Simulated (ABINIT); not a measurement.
## CdH2 (Fm-3m): zone-centre phonons

Aim: the zone-centre modes of CdH2 (Fm-3m).

Method: DFT LDA, scalar-relativistic, plane waves, PseudoDojo norm-conserving pseudopotentials, in ABINIT 10.8.3.

The structure was built from a prototype and need not be the compound's stable phase.

### Step 1. The structure

Symmetry: Fm-3m, No. 225, cubic system. The conventional cell has a = 5.477 Å, b = 5.477 Å, c = 5.477 Å, α = 90.00°, β = 90.00°, γ = 90.00°. Cd has 8 H at 2.37 Å nearest. Nearest to H lie 4 Cd at 2.37 Å. Farther neighbours are not listed.

As a file:

```cif
data_structure
_symmetry_space_group_name_H-M 'Fm-3m'
_symmetry_Int_Tables_number 225
_cell_length_a 5.4771
_cell_length_b 5.4771
_cell_length_c 5.4771
_cell_angle_alpha 90.000
_cell_angle_beta 90.000
_cell_angle_gamma 90.000
_cell_volume 164.30
loop_
_atom_site_label
_atom_site_type_symbol
_atom_site_symmetry_multiplicity
_atom_site_Wyckoff_symbol
_atom_site_fract_x
_atom_site_fract_y
_atom_site_fract_z
_atom_site_occupancy
Cd1 Cd 4 a 0.00000 0.00000 0.00000 1
H1 H 8 c 0.75000 0.25000 0.75000 1
```

### Step 2. A first look

A first run with smearing and empty bands tells whether the crystal has a gap, which decides between fixed occupations and smearing later on.

The input, probe.abi:

```
# ground state
tolvrs 1.0d-08
prtden 1
prtwf 1

# basis, mesh and filling
ecut 57.0
ecutsm 3.0
ngkpt 6 6 6
nshiftk 1
shiftk 0.0 0.0 0.0
istwfk *1
occopt 7
tsmear 0.005
nband 18
nstep 100
diemac 9.0
prtebands 0
prtgsr 0
useylm 1

# cell and atoms
acell 3*1.0 Angstrom
rprim 
    -2.73854553 0.0 2.73854553
    0.0 2.73854553 2.73854553
    -2.73854553 2.73854553 0.0
ntypat 2
znucl 48 1
natom 3
typat 1 2 2
xred 
    0.0 0.0 0.0
    0.75 0.75 0.75
    0.25 0.25 0.25
pp_dirpath "./pseudo"
pseudos "Cd.upf, H.upf"
```

Run with:

```bash
> OMP_NUM_THREADS=1 mpirun -n 4 abinit probe.abi > probe.log
```

Numbers of over 12 decimals in the logs are rounded to 6 here.

probe.abo, the main output file:

```text
[banners, grids, parts of the stress and lines that vanish by symmetry left out]
- input  file    -> probe.abi
- output file    -> probe.abo
- root for input  files -> probei
[...]
Symmetries : space group Fm -3 m (#225); Bravais cF (face-center cubic)
[...]
mpw =        5769          nfft =      125000          nkpt =          16
[...]
== DATASET  1 ==================================================================
[...]
cutoff_energies: {ecut:  57.0, pawecutdg:  -1.0, }
[...]
ETOT  1  -174.41625452497    -1.744E+02 5.798E+00 4.377E+03
 ETOT  2  -175.40083702904    -9.846E-01 2.054E-01 8.715E+03
 ETOT  3  -176.25565956752    -8.548E-01 3.954E-02 9.985E+02
 ETOT  4  -176.33797429244    -8.231E-02 5.009E-02 1.892E+02
 ETOT  5  -176.35841400080    -2.044E-02 2.447E-03 7.641E-02
[...]
ETOT 11  -176.35843197649    -2.888E-11 1.021E-04 1.008E-08
 ETOT 12  -176.35843197650    -8.185E-12 2.435E-05 6.714E-11
 At SCF step   12       vres2   =  6.71E-11 < tolvrs=  1.00E-08 =>converged.
[...]
sigma(1 1)=  3.96566133E-04  sigma(3 2)=  0.00000000E+00
  sigma(2 2)=  3.96566133E-04  sigma(3 1)=  0.00000000E+00
  sigma(3 3)=  3.96566133E-04  sigma(2 1)=  0.00000000E+00
[...]
convergence: {deltae: -8.185E-12, res2:  6.714E-11, residm:  2.435E-05, diffor: null, }
etotal    :  -1.76358432E+02
[...]
sigma(1 1)=  3.96566133E-04  sigma(3 2)=  0.00000000E+00
  sigma(2 2)=  3.96566133E-04  sigma(3 1)=  0.00000000E+00
  sigma(3 3)=  3.96566133E-04  sigma(2 1)=  0.00000000E+00
[...]
- sigma(1 1)=  1.16673785E+01  sigma(3 2)=  0.00000000E+00
- sigma(2 2)=  1.16673785E+01  sigma(3 1)=  0.00000000E+00
- sigma(3 3)=  1.16673785E+01  sigma(2 1)=  0.00000000E+00
[...]
fcart     -0.0000000000E+00 -0.0000000000E+00 -0.0000000000E+00
           strten      3.9656613311E-04  3.9656613311E-04  3.9656613311E-04
================================================================================

[key lines of the parts left out:]
pressure_GPa:  -1.1667E+01
```

Elapsed: 18 s, on 4 MPI ranks of Arm Neoverse V1, shared host; 73 s of CPU time.

This step gave:

```yaml
volume_per_atom: 13.69 Å³
pressure: -11.67 GPa
gap_on_the_k_mesh: 0 eV
```

No gap opens on this mesh, so smearing is kept.

### Step 3. Rough relaxation

The typed start is rough, so a first relaxation with smearing and loose thresholds takes it towards rest cheaply.

The input, prerelax.abi:

```
# relaxation
ionmov 2
optcell 2
dilatmx 1.15
chkdilatmx 0
ntime 40
tolmxf 3.0d-04
tolvrs 1.0d-10
prtwf 0
prtden 0
chksymtnons 0

# basis, mesh and filling
ecut 45.6
ecutsm 3.0
ngkpt 6 6 6
nshiftk 1
shiftk 0.0 0.0 0.0
istwfk *1
occopt 7
tsmear 0.005
nband 18
nstep 100
diemac 1000000.0
prtebands 0
prtgsr 0
useylm 1

# cell and atoms
acell 3*1.0 Angstrom
rprim 
    -2.73854553 0.0 2.73854553
    0.0 2.73854553 2.73854553
    -2.73854553 2.73854553 0.0
ntypat 2
znucl 48 1
natom 3
typat 1 2 2
xred 
    0.0 0.0 0.0
    0.75 0.75 0.75
    0.25 0.25 0.25
pp_dirpath "./pseudo"
pseudos "Cd.upf, H.upf"
```

Run with:

```bash
> OMP_NUM_THREADS=1 mpirun -n 4 abinit prerelax.abi > prerelax.log
```

prerelax.abo, the main output file:

```text
[banners, grids, parts of the stress and lines that vanish by symmetry left out]
- input  file    -> prerelax.abi
- output file    -> prerelax.abo
- root for input  files -> prerelaxi
[...]
Symmetries : space group Fm -3 m (#225); Bravais cF (face-center cubic)
[...]
mpw =        6233          nfft =      157464          nkpt =          16
[...]
== DATASET  1 ==================================================================
[...]
cutoff_energies: {ecut:  45.6, pawecutdg:  -1.0, }
[...]
ETOT  1  -174.74443977149    -1.747E+02 5.601E+00 4.266E+03
 ETOT  2  -175.68692467254    -9.425E-01 1.042E-01 7.446E+03
 ETOT  3  -176.29132086401    -6.044E-01 1.812E-02 8.013E+02
 ETOT  4  -176.34621074419    -5.489E-02 7.148E-03 1.295E+02
 ETOT  5  -176.35742329040    -1.121E-02 8.070E-04 6.822E-01
[...]
At SCF step   12       vres2   =  5.36E-12 < tolvrs=  1.00E-10 =>converged.
[...]
ETOT  9  -176.37596893422    -2.407E-11 2.138E-07 8.356E-12
 At SCF step    9       vres2   =  8.36E-12 < tolvrs=  1.00E-10 =>converged.
[...]
sigma(1 1)= -2.00022514E-06  sigma(3 2)=  0.00000000E+00
  sigma(2 2)= -2.00022514E-06  sigma(3 1)=  0.00000000E+00
  sigma(3 3)= -2.00022514E-06  sigma(2 1)=  0.00000000E+00
[...]
convergence: {deltae: -2.407E-11, res2:  8.356E-12, residm:  2.138E-07, diffor: null, }
etotal    :  -1.76375969E+02
[...]
At Broyd/MD step   6, gradients are converged :
[...]
sigma(1 1)= -2.00022514E-06  sigma(3 2)=  0.00000000E+00
  sigma(2 2)= -2.00022514E-06  sigma(3 1)=  0.00000000E+00
  sigma(3 3)= -2.00022514E-06  sigma(2 1)=  0.00000000E+00
[...]
- sigma(1 1)= -5.88486553E-02  sigma(3 2)=  0.00000000E+00
- sigma(2 2)= -5.88486553E-02  sigma(3 1)=  0.00000000E+00
- sigma(3 3)= -5.88486553E-02  sigma(2 1)=  0.00000000E+00
[...]
fcart     -0.0000000000E+00 -0.0000000000E+00 -0.0000000000E+00
           strten     -2.0002251384E-06 -2.0002251384E-06 -2.0002251384E-06
================================================================================

[key lines of the parts left out:]
pressure_GPa:   5.8849E-02
Total energy (etotal) [Ha]= -1.76375968934216E+02
```

Run time: 1.8 min. Hardware: 4 MPI ranks.

Step by step:

```csv
step,energy less that of the first step (eV),largest force (eV/Å),volume (Å³)
1,0.0000,0.0000,41.08
2,-0.1030,0.0000,39.63
3,-0.3056,0.0000,25.95
4,-0.4820,0.0000,32.18
5,-0.5025,0.0000,30.74
6,-0.5033,0.0000,30.39
```

```csv
"conventional cell, symmetrised",before,after,change
a (Å),5.477,4.953,-9.6 %
b (Å),5.477,4.953,-9.6 %
c (Å),5.477,4.953,-9.6 %
volume (Å³/atom),13.69,10.13,-26.0 %
```

Final coordinates:

```xyz
3
Lattice="-2.4767 0.0000 2.4767 0.0000 2.4767 2.4767 -2.4767 2.4767 0.0000" Properties=species:S:1:pos:R:3 pbc="T T T"
Cd    0.0000    0.0000    0.0000
H    -3.7151    3.7151    3.7151
H    -1.2384    1.2384    1.2384
```

Read from the output:

- volume per atom: 10.13 Å³
- pressure: 0.05885 GPa

The volume changes by -26.0 % in this run and stands -26.0 % from the first cell.

### Step 4. Rough relaxation

The cell changed much, so the rough relaxation is repeated on a basis made for the new cell.

Edit prerelax.abi of step 3 so:

```diff
@@ -31,5 +31,5 @@
 rprim 
-    -2.73854553 0.0 2.73854553
-    0.0 2.73854553 2.73854553
-    -2.73854553 2.73854553 0.0
+    -2.476748387 0.0 2.476748387
+    0.0 2.476748387 2.476748387
+    -2.476748387 2.476748387 0.0
 ntypat 2
```

prerelax.abo, the main output file:

```text
[banners, grids, parts of the stress and lines that vanish by symmetry left out]
- input  file    -> prerelax.abi
- output file    -> prerelax.abo
- root for input  files -> prerelaxi
[...]
Symmetries : space group Fm -3 m (#225); Bravais cF (face-center cubic)
[...]
mpw =        4621          nfft =      110592          nkpt =          16
[...]
== DATASET  1 ==================================================================
[...]
cutoff_energies: {ecut:  45.6, pawecutdg:  -1.0, }
[...]
ETOT  1  -175.39725286804    -1.754E+02 7.466E+00 1.415E+03
 ETOT  2  -176.11233865960    -7.151E-01 1.213E-01 2.379E+03
 ETOT  3  -176.35902338694    -2.467E-01 1.687E-02 1.622E+02
 ETOT  4  -176.37509926109    -1.608E-02 1.135E-02 7.778E+00
 ETOT  5  -176.37595373575    -8.545E-04 1.772E-03 1.505E-01
[...]
ETOT 11  -176.37596891784    -1.094E-11 5.032E-05 2.581E-10
 ETOT 12  -176.37596891782     1.859E-11 3.547E-05 3.594E-12
 At SCF step   12       vres2   =  3.59E-12 < tolvrs=  1.00E-10 =>converged.
[...]
sigma(1 1)= -1.99927151E-06  sigma(3 2)=  0.00000000E+00
  sigma(2 2)= -1.99927151E-06  sigma(3 1)=  0.00000000E+00
  sigma(3 3)= -1.99927151E-06  sigma(2 1)=  0.00000000E+00
[...]
convergence: {deltae:  1.859E-11, res2:  3.594E-12, residm:  3.547E-05, diffor: null, }
etotal    :  -1.76375969E+02
[...]
At Broyd/MD step   1, gradients are converged :
[...]
sigma(1 1)= -1.99927151E-06  sigma(3 2)=  0.00000000E+00
  sigma(2 2)= -1.99927151E-06  sigma(3 1)=  0.00000000E+00
  sigma(3 3)= -1.99927151E-06  sigma(2 1)=  0.00000000E+00
[...]
- sigma(1 1)= -5.88205985E-02  sigma(3 2)=  0.00000000E+00
- sigma(2 2)= -5.88205985E-02  sigma(3 1)=  0.00000000E+00
- sigma(3 3)= -5.88205985E-02  sigma(2 1)=  0.00000000E+00
[...]
fcart     -0.0000000000E+00 -0.0000000000E+00 -0.0000000000E+00
           strten     -1.9992715055E-06 -1.9992715055E-06 -1.9992715055E-06
================================================================================

[key lines of the parts left out:]
pressure_GPa:   5.8821E-02
Total energy (etotal) [Ha]= -1.76375968917821E+02
```

Elapsed: 14 s, on 4 MPI ranks.

Little changed from the start: no atom moved by 0.005 Å and no cell edge by 0.1 %.

Numbers from this step:

```
pressure : 0.05882 GPa
```

The volume changes by +0.0 % in this run and stands -26.0 % from the first cell.

### Step 5. Relaxing the cell and atoms

The harmonic expansion needs vanishing forces, and a free crystal bears no stress, so cell and atoms are brought to rest. Stress is more sensitive to the basis than forces are: the last 3 Ha under the cutoff are smoothed with ecutsm.

The input, relax.abi:

```
# relaxation
ionmov 2
optcell 2
dilatmx 1.08
ntime 40
tolmxf 1.0d-05
tolvrs 1.0d-14
prtwf 0
prtden 0
chksymtnons 0

# basis, mesh and filling
ecut 57.0
ecutsm 3.0
ngkpt 10 10 10
nshiftk 1
shiftk 0.0 0.0 0.0
istwfk *1
occopt 6
tsmear 0.01
nband 18
nstep 100
diemac 1000000.0
prtebands 0
prtgsr 0
useylm 1

# cell and atoms
acell 3*1.0 Angstrom
rprim 
    -2.476748389 0.0 2.476748389
    0.0 2.476748389 2.476748389
    -2.476748389 2.476748389 0.0
ntypat 2
znucl 48 1
natom 3
typat 1 2 2
xred 
    0.0 0.0 0.0
    0.75 0.75 0.75
    0.25 0.25 0.25
pp_dirpath "./pseudo"
pseudos "Cd.upf, H.upf"
```

Run with:

```bash
> OMP_NUM_THREADS=1 mpirun -n 4 abinit relax.abi > relax.log
```

relax.abo, the main output file:

```text
[banners, grids, parts of the stress and lines that vanish by symmetry left out]
- input  file    -> relax.abi
- output file    -> relax.abo
- root for input  files -> relaxi
[...]
Symmetries : space group Fm -3 m (#225); Bravais cF (face-center cubic)
[...]
mpw =        5346          nfft =      125000          nkpt =          47
[...]
== DATASET  1 ==================================================================
[...]
cutoff_energies: {ecut:  57.0, pawecutdg:  -1.0, }
[...]
ETOT  1  -175.30678242016    -1.753E+02 7.541E+00 1.816E+03
 ETOT  2  -176.05564471391    -7.489E-01 2.410E-01 3.246E+03
 ETOT  3  -176.35186207497    -2.962E-01 2.579E-02 2.581E+02
 ETOT  4  -176.37464706766    -2.278E-02 8.453E-03 1.472E+01
 ETOT  5  -176.37601492260    -1.368E-03 2.667E-03 1.344E+00
[...]
At SCF step   13       vres2   =  1.37E-15 < tolvrs=  1.00E-14 =>converged.
[...]
sigma(1 1)= -1.93551681E-05  sigma(3 2)=  0.00000000E+00
  sigma(2 2)= -1.93551681E-05  sigma(3 1)=  0.00000000E+00
  sigma(3 3)= -1.93551681E-05  sigma(2 1)=  0.00000000E+00
[...]
convergence: {deltae: -1.117E-11, res2:  1.369E-15, residm:  5.451E-05, diffor: null, }
etotal    :  -1.76376145E+02
[...]
ETOT  1  -176.37593742133    -1.764E+02 4.024E-05 3.169E+00
[...]
At SCF step    9       vres2   =  2.86E-16 < tolvrs=  1.00E-14 =>converged.
[...]
sigma(1 1)= -1.49013259E-05  sigma(3 2)=  0.00000000E+00
  sigma(2 2)= -1.49013259E-05  sigma(3 1)=  0.00000000E+00
  sigma(3 3)= -1.49013259E-05  sigma(2 1)=  0.00000000E+00
[...]
convergence: {deltae: -4.263E-12, res2:  2.861E-16, residm:  2.043E-06, diffor: null, }
etotal    :  -1.76376151E+02
[...]
ETOT  1  -176.37364824481    -1.764E+02 6.701E-06 3.673E+01
[...]
At SCF step    9       vres2   =  7.79E-15 < tolvrs=  1.00E-14 =>converged.
[...]
sigma(1 1)= -1.43422772E-07  sigma(3 2)=  0.00000000E+00
  sigma(2 2)= -1.43422772E-07  sigma(3 1)=  0.00000000E+00
  sigma(3 3)= -1.43422772E-07  sigma(2 1)=  0.00000000E+00
[...]
convergence: {deltae: -1.930E-11, res2:  7.790E-15, residm:  8.912E-06, diffor: null, }
etotal    :  -1.76376161E+02
[...]
ETOT  1  -176.37616030277    -1.764E+02 1.081E-05 3.405E-03
[...]
ETOT  7  -176.37616053251    -4.349E-12 1.928E-05 1.888E-12
 ETOT  8  -176.37616053250     1.492E-11 1.225E-05 3.313E-15
 At SCF step    8       vres2   =  3.31E-15 < tolvrs=  1.00E-14 =>converged.
[...]
sigma(1 1)= -1.11194579E-09  sigma(3 2)=  0.00000000E+00
  sigma(2 2)= -1.11194580E-09  sigma(3 1)=  0.00000000E+00
  sigma(3 3)= -1.11194580E-09  sigma(2 1)=  0.00000000E+00
[...]
convergence: {deltae:  1.492E-11, res2:  3.313E-15, residm:  1.225E-05, diffor: null, }
etotal    :  -1.76376161E+02
[...]
At Broyd/MD step   4, gradients are converged :
[...]
sigma(1 1)= -1.11194579E-09  sigma(3 2)=  0.00000000E+00
  sigma(2 2)= -1.11194580E-09  sigma(3 1)=  0.00000000E+00
  sigma(3 3)= -1.11194580E-09  sigma(2 1)=  0.00000000E+00
[...]
- sigma(1 1)= -3.27145746E-05  sigma(3 2)=  0.00000000E+00
- sigma(2 2)= -3.27145749E-05  sigma(3 1)=  0.00000000E+00
- sigma(3 3)= -3.27145748E-05  sigma(2 1)=  0.00000000E+00
[...]
fcart     -0.0000000000E+00 -0.0000000000E+00 -0.0000000000E+00
           strten     -1.1119457907E-09 -1.1119458011E-09 -1.1119457976E-09
================================================================================

[key lines of the parts left out:]
pressure_GPa:   3.2715E-05
Total energy (etotal) [Ha]= -1.76376160532499E+02
```

The job ended after 2.6 min (4 MPI ranks; 10 min of CPU time).

The steps of the relaxation:

```csv
step,energy less that of the first step (eV),largest force (eV/Å),volume (Å³)
1,0.0000,0.0000,30.39
2,-0.0002,0.0000,30.44
3,-0.0004,0.0000,30.62
4,-0.0004,0.0000,30.62
```

```csv
"conventional cell, symmetrised",before,after,change
a (Å),4.953,4.966,+0.3 %
b (Å),4.953,4.966,+0.3 %
c (Å),4.953,4.966,+0.3 %
volume (Å³/atom),10.13,10.21,+0.8 %
```

The relaxed structure:

```xyz
3
Lattice="-2.4831 0.0000 2.4831 0.0000 2.4831 2.4831 -2.4831 2.4831 0.0000" Properties=species:S:1:pos:R:3 pbc="T T T"
Cd    0.0000    0.0000    0.0000
H    -3.7246    3.7246    3.7246
H    -1.2415    1.2415    1.2415
```

Numbers from this step:

```yaml
volume_per_atom: 10.21 Å³
pressure: 3.27e-5 GPa
```

The volume changes by +0.8 % in this run and stands -25.5 % from the first cell.

### Step 6. Ground state

First-order wavefunctions inherit every error of the ground state, hence the very tight tolvrs. ecutsm is kept as in the relaxation, so that the cell stays at rest. Smearing stays on, as the first look found no gap above 0.3 eV.

The input, gs.abi:

```
# ground state
tolvrs 1.0d-16
prtden 1
prtwf 1

# basis, mesh and filling
ecut 57.0
ecutsm 3.0
ngkpt 12 12 12
nshiftk 1
shiftk 0.0 0.0 0.0
istwfk *1
occopt 6
tsmear 0.01
nband 18
nstep 100
diemac 1000000.0
prtebands 0
prtgsr 0
useylm 1

# cell and atoms
acell 3*1.0 Angstrom
rprim 
    -2.483082191 0.0 2.483082191
    0.0 2.483082191 2.483082191
    -2.483082191 2.483082191 0.0
ntypat 2
znucl 48 1
natom 3
typat 1 2 2
xred 
    0.0 0.0 0.0
    0.75 0.75 0.75
    0.25 0.25 0.25
pp_dirpath "./pseudo"
pseudos "Cd.upf, H.upf"
```

Run with:

```bash
> OMP_NUM_THREADS=1 mpirun -n 4 abinit gs.abi > gs.log
```

gs.abo, the main output file:

```text
[banners, grids, parts of the stress and lines that vanish by symmetry left out]
- input  file    -> gs.abi
- output file    -> gs.abo
- root for input  files -> gsi
[...]
Symmetries : space group Fm -3 m (#225); Bravais cF (face-center cubic)
[...]
mpw =        4279          nfft =      110592          nkpt =          72
[...]
== DATASET  1 ==================================================================
[...]
cutoff_energies: {ecut:  57.0, pawecutdg:  -1.0, }
[...]
ETOT  1  -175.23207494523    -1.752E+02 7.208E+00 1.826E+03
 ETOT  2  -176.01498999188    -7.829E-01 4.127E-01 3.283E+03
 ETOT  3  -176.34773840745    -3.327E-01 6.378E-02 2.748E+02
 ETOT  4  -176.37378253914    -2.604E-02 2.491E-02 2.255E+01
 ETOT  5  -176.37615881672    -2.376E-03 1.678E-02 1.108E+00
[...]
ETOT 13  -176.37627725124     1.563E-12 1.201E-04 2.203E-15
 ETOT 14  -176.37627725124    -5.684E-13 1.685E-04 5.035E-18
 At SCF step   14       vres2   =  5.03E-18 < tolvrs=  1.00E-16 =>converged.
[...]
sigma(1 1)=  1.74249390E-06  sigma(3 2)=  0.00000000E+00
  sigma(2 2)=  1.74249390E-06  sigma(3 1)=  0.00000000E+00
  sigma(3 3)=  1.74249390E-06  sigma(2 1)=  0.00000000E+00
[...]
convergence: {deltae: -5.684E-13, res2:  5.035E-18, residm:  1.685E-04, diffor: null, }
etotal    :  -1.76376277E+02
[...]
sigma(1 1)=  1.74249390E-06  sigma(3 2)=  0.00000000E+00
  sigma(2 2)=  1.74249390E-06  sigma(3 1)=  0.00000000E+00
  sigma(3 3)=  1.74249390E-06  sigma(2 1)=  0.00000000E+00
[...]
- sigma(1 1)=  5.12659405E-02  sigma(3 2)=  0.00000000E+00
- sigma(2 2)=  5.12659405E-02  sigma(3 1)=  0.00000000E+00
- sigma(3 3)=  5.12659405E-02  sigma(2 1)=  0.00000000E+00
[...]
fcart     -0.0000000000E+00 -0.0000000000E+00 -0.0000000000E+00
           strten      1.7424939011E-06  1.7424939010E-06  1.7424939011E-06
================================================================================

[key lines of the parts left out:]
pressure_GPa:  -5.1266E-02
```

The job ended after 60 s (4 MPI ranks).

Read from the output:

```
pressure : -0.05127 GPa
```

The cell stands at -0.051 GPa, close enough for phonons.

(Continued in part 2 of 2.)

[Host names and launcher messages were left out of these logs when they were recorded.]

[Logs are printed without paths, hosts, clocks, repeated set-up lines and the standing remarks that a program may print on its own settings, such as how far it seeks lower states.]

[Hosts, paths, dates, database ids (printed as entryN), source tags and the programs' standing remarks are cut or masked in the printed files.]
